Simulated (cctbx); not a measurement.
# Symmetry from intensities

Cell: a = 5.2620 Å, b = 5.2620 Å, c = 7.3020 Å, α = 90.00°, β = 90.00°, γ = 120.00°. Expected content of the cell: Er2 Co8 Al2.

The data are simulated with cctbx, not measured: synchrotron X-rays, λ = 0.6889 Å, to d = 0.65 Å, 50 % of the full sphere, strongest reflection 20000 counts, noise from counting, a 3 % proportional error and a noise floor of 2 counts (s.d.); no absorption.

A first pass over the reflections prints:

```text
1291 reflections to d = 0.651 A
centring   violations  <I/sigma> of those
    A        590 of   648     17.2
    B        587 of   636     17.4
    C        543 of   642     15.1
    I        608 of   661     17.2
    R        769 of   860     16.0
    F        860 of   963     16.6
Laue class    unique    Rint  (classes that these axes allow; Friedel mates merged)
P -1              982   0.023
P 1 1 2/m         642   0.027
P -3              435   0.029
P -3 1 m          255   0.032
P -3 m 1          280   0.031
P 6/m             239   0.032
P 6/m m m         169   0.033
space group    extra absences  I>4sigma  <I/sigma>
P 6 2 2                 0          0         -  acentric
P 6 m m                 0          0         -  acentric
P -6 m 2                0          0         -  acentric
P -6 2 m                0          0         -  acentric
P 6/m m m               0          0         -  centric
Wilson B = 0.75 A^2   <|E^2-1|> = 0.775 (0.968 centric, 0.736 acentric)   E^2>4: 1.2 %
shell (A)         n   <I/sigma>
 7.30 - 1.30     26     40.3
 1.30 - 1.03     26     41.2
 1.03 - 0.90     19     43.8
 0.90 - 0.82     21     42.7
 0.82 - 0.76     20     41.7
 0.76 - 0.72     20     35.0
 0.72 - 0.68     19     38.5
 0.68 - 0.65     18     37.2
```

**Question.** What are the lattice type, the Laue class and the likely space group?

Every centring test has many violations, so the lattice is primitive.

Rint stays low (0.023 to 0.033) up to P 6/m m m, the highest class in these axes.

5 settings pass the absence test. No glide or screw absences show, which leaves P 6 2 2, P 6 m m, P -6 m 2, P -6 2 m and P 6/m m m.

⟨|E²−1|⟩ = 0.775 leans to a non-centrosymmetric structure. Here that hint misleads: the statistic assumes many like atoms on general positions, and few, heavy or special-position atoms break it. The Wilson B of 0.75 Å² means U ≈ 0.0095 Å².

The true group is P6/mmm (no. 191), Laue class 6/mmm, centrosymmetric. The tables only narrow the choice to the tied entries; cell content, site symmetry and trial solutions must settle it.

The model was made for the exercise: a known structure type with other elements put in, its volume estimated, not relaxed; displacement parameters are assumed.

[Logs are printed without paths, hosts, clocks, repeated set-up lines and the standing remarks that a program may print on its own settings, such as how far it seeks lower states.]
